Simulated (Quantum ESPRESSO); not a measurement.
## Fixed-spin-moment curve of Nickel

Wanted: E(M) for Nickel from a parallel start.

Method: LDA; plane waves with GBRV 1.5 LDA potentials, no spin-orbit coupling, in Quantum ESPRESSO 7.5.

### Step 1. Starting point

The structure is cubic, space group Fm-3m (No. 225). Conventional cell: a = 3.524 Å, b = 3.524 Å, c = 3.524 Å, α = 90.00°, β = 90.00°, γ = 90.00°. Nearest to Ni lie 12 Ni at 2.49 Å.

Coordinates:

```cif
data_structure
_symmetry_space_group_name_H-M 'Fm-3m'
_symmetry_Int_Tables_number 225
_cell_length_a 3.5239
_cell_length_b 3.5239
_cell_length_c 3.5239
_cell_angle_alpha 90.000
_cell_angle_beta 90.000
_cell_angle_gamma 90.000
_cell_volume 43.76
loop_
_atom_site_label
_atom_site_type_symbol
_atom_site_symmetry_multiplicity
_atom_site_Wyckoff_symbol
_atom_site_fract_x
_atom_site_fract_y
_atom_site_fract_z
_atom_site_occupancy
Ni1 Ni 4 a 0.00000 0.00000 0.00000 1
```

The cell comes from the Crystallography Open Database.

### Step 2. No moment imposed

pw.in

```
&CONTROL
  calculation = 'scf'
  prefix = 'pwscf'
  outdir = './tmp'
  pseudo_dir = './pseudo'
  disk_io = 'nowf'
/
&SYSTEM
  ibrav = 0
  celldm(1) = 8
  nat = 1
  ntyp = 1
  ecutwfc = 40
  ecutrho = 280
  nbnd = 15
  occupations = 'smearing'
  smearing = 'fd'
  degauss = 0.00734986
  nspin = 2
  starting_magnetization(1) = 0.0556
/
&ELECTRONS
  conv_thr = 2d-09
  electron_maxstep = 150
  mixing_beta = 0.3
/
ATOMIC_SPECIES
Ni     58.6934 ni_lda_v1.4.uspp.F.UPF
CELL_PARAMETERS alat
   0.0000000000000    0.4161968249241    0.4161968249241
   0.4161968249241    0.0000000000000    0.4161968249241
   0.4161968249241    0.4161968249241    0.0000000000000
ATOMIC_POSITIONS crystal
Ni      0.0000000000    0.0000000000    0.0000000000
K_POINTS automatic
14 14 14 0 0 0
```

On the command line:

```
> OMP_NUM_THREADS=1 mpirun -n 2 pw.x -nk 2 -in pw.in > pw.out
```

The log of the run:

```text
Program PWSCF v.7.5 starts

     Message from routine setup:
     using ibrav=0 with symmetry is DISCOURAGED, use correct ibrav instead

     K-points division:     npool     =       2
     Subspace diagonalization in iterative solution of the eigenvalue problem:

     G-vector sticks info
     --------------------
     sticks:   dense  smooth     PW     G-vecs:    dense   smooth      PW
     Sum         433     253     85                 5817     2565     537

     Using Slab Decomposition

     bravais-lattice index     =            0
     lattice parameter (alat)  =       8.0000  a.u.
     unit-cell volume          =      73.8238 (a.u.)^3
     number of atoms/cell      =            1
     number of atomic types    =            1
     number of electrons       =        18.00
     number of Kohn-Sham states=           15
     kinetic-energy cutoff     =      40.0000  Ry
     charge density cutoff     =     280.0000  Ry
     scf convergence threshold =      2.0E-09
     mixing beta               =       0.3000
     number of iterations used =            8  plain     mixing
     Exchange-correlation=  SLA  PZ   NOGX NOGC
                           (   1   1   0   0   0   0   0)

     celldm(1)=   8.000000  celldm(2)=   0.000000  celldm(3)=   0.000000
     celldm(4)=   0.000000  celldm(5)=   0.000000  celldm(6)=   0.000000

     crystal axes: (cart. coord. in units of alat)
               a(1) = (   0.000000   0.416197   0.416197 )
               a(2) = (   0.416197   0.000000   0.416197 )
               a(3) = (   0.416197   0.416197   0.000000 )

     reciprocal axes: (cart. coord. in units 2 pi/alat)
               b(1) = ( -1.201355  1.201355  1.201355 )
               b(2) = (  1.201355 -1.201355  1.201355 )
               b(3) = (  1.201355  1.201355 -1.201355 )

     PseudoPot. # 1 for Ni read from file:
     ni_lda_v1.4.uspp.F.UPF
     Pseudo is Ultrasoft + core correction, Zval = 18.0
     Generated by new atomic code, or converted to UPF format
     Using radial grid of  865 points,  6 beta functions with:
                l(1) =   0
                l(2) =   0
                l(3) =   1
                l(4) =   1
                l(5) =   2
                l(6) =   2
     Q(r) pseudized with 10 coefficients,  rinner =    0.980   0.980   0.980
                                                       0.980   0.980

     atomic species   valence    mass     pseudopotential
     Ni               18.00    58.69340     Ni( 1.00)

     Starting magnetic structure
     atomic species   magnetization
     Ni              0.056

     48 Sym. Ops., with inversion, found

   Cartesian axes

     site n.     atom                  positions (alat units)
         1        Ni     tau(   1) = (   0.0000000   0.0000000   0.0000000  )

     number of k points=   104  Fermi-Dirac smearing, width (Ry)=  0.0073

     Number of k-points >= 100: set verbosity='high' to print them.

     Dense  grid:     5817 G-vectors     FFT dimensions: (  25,  25,  25)

     Smooth grid:     2565 G-vectors     FFT dimensions: (  20,  20,  20)

     Check: negative core charge=   -0.000020
     Generating pointlists ...
     new r_m :   0.2428 (alat units)  1.9424 (a.u.) for type    1

     Initial potential from superposition of free atoms

     starting charge      16.0000, renormalised to      18.0000
     Starting wfcs are   13 randomized atomic wfcs +    2 random wfcs

     Self-consistent Calculation

     iteration #  1     ecut=    40.00 Ry     beta= 0.30
     Davidson diagonalization with overlap
     ethr =  1.00E-02,  avg # of iterations =  4.6

     total energy              =    -336.36935630 Ry
     estimated scf accuracy    <      32.68718570 Ry

     total magnetization       =     0.19 Bohr mag/cell
     absolute magnetization    =     0.21 Bohr mag/cell

     iteration #  2     ecut=    40.00 Ry     beta= 0.30
     Davidson diagonalization with overlap
     ethr =  1.00E-02,  avg # of iterations =  3.0

     total energy              =    -342.88902629 Ry
     estimated scf accuracy    <       1.50564825 Ry

     total magnetization       =     0.39 Bohr mag/cell
     absolute magnetization    =     0.44 Bohr mag/cell

     iteration #  3     ecut=    40.00 Ry     beta= 0.30
     Davidson diagonalization with overlap
     ethr =  8.36E-03,  avg # of iterations =  1.9

     total energy              =    -343.18317718 Ry
     estimated scf accuracy    <       0.06266766 Ry

     total magnetization       =     0.66 Bohr mag/cell
     absolute magnetization    =     0.72 Bohr mag/cell

     [... further iterations left out ...]

     iteration #  8     ecut=    40.00 Ry     beta= 0.30
     Davidson diagonalization with overlap
     ethr =  4.83E-10,  avg # of iterations =  2.0

     total energy              =    -343.19587244 Ry
     estimated scf accuracy    <       0.00000110 Ry

     total magnetization       =     0.60 Bohr mag/cell
     absolute magnetization    =     0.68 Bohr mag/cell

     iteration #  9     ecut=    40.00 Ry     beta= 0.30
     Davidson diagonalization with overlap
     ethr =  4.83E-10,  avg # of iterations =  2.0

     total energy              =    -343.19587263 Ry
     estimated scf accuracy    <          6.5E-09 Ry

     total magnetization       =     0.60 Bohr mag/cell
     absolute magnetization    =     0.68 Bohr mag/cell

     iteration # 10     ecut=    40.00 Ry     beta= 0.30
     Davidson diagonalization with overlap
     ethr =  3.61E-11,  avg # of iterations =  1.0

     total energy              =    -343.19587263 Ry
     estimated scf accuracy    <          3.1E-09 Ry

     total magnetization       =     0.60 Bohr mag/cell
     absolute magnetization    =     0.68 Bohr mag/cell

     iteration # 11     ecut=    40.00 Ry     beta= 0.30
     Davidson diagonalization with overlap
     ethr =  1.72E-11,  avg # of iterations =  1.0

     Magnetic moment per site  (integrated on atomic sphere of radius R)
     atom   1 (R=0.243)  charge= 16.7109  magn=  0.6362

     End of self-consistent calculation

     Number of k-points >= 100: set verbosity='high' to print the bands.

     the Fermi energy is    17.2874 ev

!    total energy              =    -343.19587263 Ry
     estimated scf accuracy    <          1.1E-09 Ry
     smearing contrib. (-TS)   =      -0.00427353 Ry
     internal energy E=F+TS    =    -343.19159910 Ry

     The total energy is F=E-TS. E is the sum of the following terms:
     one-electron contribution =    -192.62103097 Ry
     hartree contribution      =     107.54341878 Ry
     xc contribution           =     -35.03814529 Ry
     ewald contribution        =    -223.07584162 Ry

     total magnetization       =     0.60 Bohr mag/cell
     absolute magnetization    =     0.68 Bohr mag/cell

     convergence has been achieved in  11 iterations

=------------------------------------------------------------------------------=
   JOB DONE.
=------------------------------------------------------------------------------=
```

The job ended after 5.5 s (2 MPI ranks of Arm Neoverse V2, shared host; peak memory 0.15 GiB).

Spin moment in the atom's sphere by atom:

| atom | spin moment in the atom's sphere (μB) |
| --- | --- |
| Ni1 | 0.636 |

This step gave:

| Quantity | Value |
| --- | --- |
| smearing term TS | 0.05814 eV |
| magnetization | 0.605 μB |
| absolute magnetization | 0.678 μB |
| final state | ferromagnetic |

### Step 3. Moment fixed at 0 μB

The two spin channels are filled to separate Fermi energies, so that the total moment meets the target. Half of the up one less the down one is the slope dE/dM.

pw.in, as its differences from that of step 2:

```diff
@@ -14,3 +14,3 @@
   ecutrho = 280
-  nbnd = 15
+  nbnd = 16
   occupations = 'smearing'
@@ -19,3 +19,4 @@
   nspin = 2
-  starting_magnetization(1) = 0.0556
+  starting_magnetization(1) = 0.0028
+  tot_magnetization = 0
 /
```

The log of the run:

```text
     [... lines left out ...]
Program PWSCF v.7.5 starts
     [... lines left out ...]
     number of atoms/cell      =            1
     [... lines left out ...]
     number of electrons       =        18.00 (up:   9.00, down:   9.00)
     number of Kohn-Sham states=           16
     kinetic-energy cutoff     =      40.0000  Ry
     charge density cutoff     =     280.0000  Ry
     scf convergence threshold =      2.0E-09
     [... lines left out ...]
     48 Sym. Ops., with inversion, found
     [... lines left out ...]
     number of k points=   104  Fermi-Dirac smearing, width (Ry)=  0.0073
     [... lines left out ...]
     iteration #  9     ecut=    40.00 Ry     beta= 0.30
     [... lines left out ...]
     Magnetic moment per site  (integrated on atomic sphere of radius R)
     atom   1 (R=0.243)  charge= 16.7133  magn=  0.0000
     [... lines left out ...]
     the spin up/dw Fermi energies are    17.1280   17.1281 ev
!    total energy              =    -343.19368501 Ry
     estimated scf accuracy    <          1.1E-09 Ry
     smearing contrib. (-TS)   =      -0.00654003 Ry
     [... lines left out ...]
     total magnetization       =     0.00 Bohr mag/cell
     absolute magnetization    =     0.00 Bohr mag/cell
     convergence has been achieved in   9 iterations
```

Wall time 5 s (2 MPI ranks); peak memory 0.15 GiB.

This step gave:

- magnetization: 0 μB
- absolute magnetization: 0 μB
- half the difference of the two Fermi energies: 0 meV
- largest moment: 0 μB

### Step 4. Moment fixed at 0.12 μB

pw.in, as its differences from that of step 3:

```diff
@@ -19,4 +19,4 @@
   nspin = 2
-  starting_magnetization(1) = 0.0028
-  tot_magnetization = 0
+  starting_magnetization(1) = 0.0067
+  tot_magnetization = 0.12
 /
```

The log of the run:

```text
     [... lines left out ...]
Program PWSCF v.7.5 starts
     [... lines left out ...]
     number of atoms/cell      =            1
     [... lines left out ...]
     number of electrons       =        18.00 (up:   9.06, down:   8.94)
     number of Kohn-Sham states=           16
     kinetic-energy cutoff     =      40.0000  Ry
     charge density cutoff     =     280.0000  Ry
     scf convergence threshold =      2.0E-09
     [... lines left out ...]
     48 Sym. Ops., with inversion, found
     [... lines left out ...]
     number of k points=   104  Fermi-Dirac smearing, width (Ry)=  0.0073
     [... lines left out ...]
     iteration # 11     ecut=    40.00 Ry     beta= 0.30
     [... lines left out ...]
     Magnetic moment per site  (integrated on atomic sphere of radius R)
     atom   1 (R=0.243)  charge= 16.7133  magn=  0.1276
     [... lines left out ...]
     the spin up/dw Fermi energies are    17.0995   17.1614 ev
!    total energy              =    -343.19382252 Ry
     estimated scf accuracy    <          3.7E-11 Ry
     smearing contrib. (-TS)   =      -0.00643075 Ry
     [... lines left out ...]
     total magnetization       =     0.12 Bohr mag/cell
     absolute magnetization    =     0.14 Bohr mag/cell
     convergence has been achieved in  11 iterations
```

It took 5.8 s on 2 MPI ranks; peak memory 0.15 GiB.

Spin moment in the atom's sphere by atom:

| atom | spin moment in the atom's sphere (μB) |
| --- | --- |
| Ni1 | 0.128 |

Numbers from this step:

```
magnetization                                 : 0.12 μB
absolute magnetization                        : 0.138 μB
half the difference of the two Fermi energies : -30.9 meV
```

### Step 5. Moment fixed at 0.241 μB

pw.in, as its differences from that of step 4:

```diff
@@ -19,4 +19,4 @@
   nspin = 2
-  starting_magnetization(1) = 0.0067
-  tot_magnetization = 0.12
+  starting_magnetization(1) = 0.0134
+  tot_magnetization = 0.241
 /
```

The log of the run:

```text
     [... lines left out ...]
Program PWSCF v.7.5 starts
     [... lines left out ...]
     number of atoms/cell      =            1
     [... lines left out ...]
     number of electrons       =        18.00 (up:   9.12, down:   8.88)
     number of Kohn-Sham states=           16
     kinetic-energy cutoff     =      40.0000  Ry
     charge density cutoff     =     280.0000  Ry
     scf convergence threshold =      2.0E-09
     [... lines left out ...]
     48 Sym. Ops., with inversion, found
     [... lines left out ...]
     number of k points=   104  Fermi-Dirac smearing, width (Ry)=  0.0073
     [... lines left out ...]
     iteration #  9     ecut=    40.00 Ry     beta= 0.30
     [... lines left out ...]
     Magnetic moment per site  (integrated on atomic sphere of radius R)
     atom   1 (R=0.243)  charge= 16.7132  magn=  0.2561
     [... lines left out ...]
     the spin up/dw Fermi energies are    17.0800   17.1977 ev
!    total energy              =    -343.19422588 Ry
     estimated scf accuracy    <          1.2E-09 Ry
     smearing contrib. (-TS)   =      -0.00609368 Ry
     [... lines left out ...]
     total magnetization       =     0.24 Bohr mag/cell
     absolute magnetization    =     0.28 Bohr mag/cell
     convergence has been achieved in   9 iterations
```

The job ended after 4.9 s (2 MPI ranks; peak memory 0.15 GiB).

Numbers from this step:

```
magnetization                                 : 0.241 μB
absolute magnetization                        : 0.277 μB
half the difference of the two Fermi energies : -58.9 meV
largest moment                                : 0.2561 μB
```

### Step 6. A faulty input

As a test, an input with a fault in it is run.

pw.in

```
&CONTROL
  calculation = 'scf'
  prefix = 'pwscf'
  outdir = './tmp'
  pseudo_dir = './pseudo'
  disk_io = 'nowf'
/
&SYSTEM
  ibrav = 0
  nat = 1
  ntyp = 2
  ecutwfc = 40
  ecutrho = 280
  nbnd = 15
  occupations = 'smearing'
  smearing = 'fd'
  degauss = 0.00734986
  nspin = 2
  starting_magnetization(1) = 0.0556
/
&ELECTRONS
  conv_thr = 2d-09
  electron_maxstep = 50
  mixing_beta = 0.3
/
ATOMIC_SPECIES
Ni     58.6934 ni_lda_v1.4.uspp.F.UPF
CELL_PARAMETERS angstrom
   0.0000000000    1.7619350000    1.7619350000
   1.7619350000    0.0000000000    1.7619350000
   1.7619350000    1.7619350000    0.0000000000
ATOMIC_POSITIONS crystal
Ni      0.0000000000    0.0000000000    0.0000000000
K_POINTS automatic
14 14 14 0 0 0
```

The log of the run:

```text
     [... lines left out ...]
Program PWSCF v.7.5 starts
     Error in routine  card_atomic_species (5010):
     cannot read atomic specie from: CELL_PARAMETERS angstrom
 %%%%%%%%%%%%%%%%%%%%%%%%%%%%%%%%%%%%%%%%%%%%%%%%%%%%%%%%%%%%%%%%%%%%%%%%%%%%%%
     stopping ...
```

Elapsed: 0.73 s, on 2 MPI ranks; peak memory 0.04 GiB.

The input was rejected at the start.

The program's message: “card_atomic_species (5010): cannot read atomic specie from: CELL_PARAMETERS angstrom”

The fault put into the input: a wrong number of types.

### Step 7. The curve

The runs not shown differ in the target, the start and the number of states alone. The point at 0.60 μB is the free run, entered with slope zero.

The energy over the lowest by total spin moment:

| total spin moment (μB a cell) | energy over the lowest (meV a cell) |
| --- | --- |
| 0.000 | 29.8 |
| 0.120 | 27.9 |
| 0.241 | 22.4 |
| 0.361 | 14.1 |
| 0.482 | 4.72 |
| 0.602 | 0.00239 |
| 0.605 | 0 |
| 0.723 | 4.91 |
| 0.843 | 28.4 |
| 0.964 | 74.7 |
| 1.084 | 142 |
| 1.205 | 238 |

dE/dM against total spin moment:

| total spin moment (μB a cell) | dE/dM (meV/μB) |
| --- | --- |
| 0.000 | -0.0153 |
| 0.120 | -30.9 |
| 0.241 | -58.9 |
| 0.361 | -77.6 |
| 0.482 | -69.5 |
| 0.602 | -1.76 |
| 0.605 | 0 |
| 0.723 | 93.0 |
| 0.843 | 302 |
| 0.964 | 461 |
| 1.084 | 665 |
| 1.205 | 948 |

Table of largest site moment by total spin moment:

| total spin moment (μB a cell) | largest site moment (μB) |
| --- | --- |
| 0.000 | 5.4e-6 |
| 0.120 | 0.128 |
| 0.241 | 0.256 |
| 0.361 | 0.383 |
| 0.482 | 0.511 |
| 0.602 | 0.633 |
| 0.605 | 0.636 |
| 0.723 | 0.753 |
| 0.843 | 0.863 |
| 0.964 | 0.974 |
| 1.084 | 1.08 |
| 1.205 | 1.18 |

### Step 8. Outcome

| Quantity | Value |
| --- | --- |
| moment of the free run | 0.60 μB a cell |
| energy at zero total moment | 29.8 meV a cell over the lowest |
| ΔE/ΔM² from the lowest point to 0.84 and to 0.36 μB | 500 and 237 meV/μB² |

In words: At zero total moment the site moments vanish, so the 30 meV a cell is the energy of forming them. The points show one minimum alone. The cell holds one seeded atom, so opposed orders, which may lie lower, cannot form in it. Energies are free energies at an electronic temperature of 1160 K, which lowers moments and differences where the moments are itinerant.

[Logs and program files are shortened in this print: banners, set-up blocks, solver, clock and traceback lines can be left out without a mark of their own.]

[Logs are printed without paths, hosts, clocks, repeated set-up lines and the standing remarks that a program may print on its own settings, such as how far it seeks lower states.]

[Hosts, paths, dates, database ids (printed as entryN), source tags and the programs' standing remarks are cut or masked in the printed files.]

[Where a cell is said to come from a database of computed structures, the database is the Materials Project.]
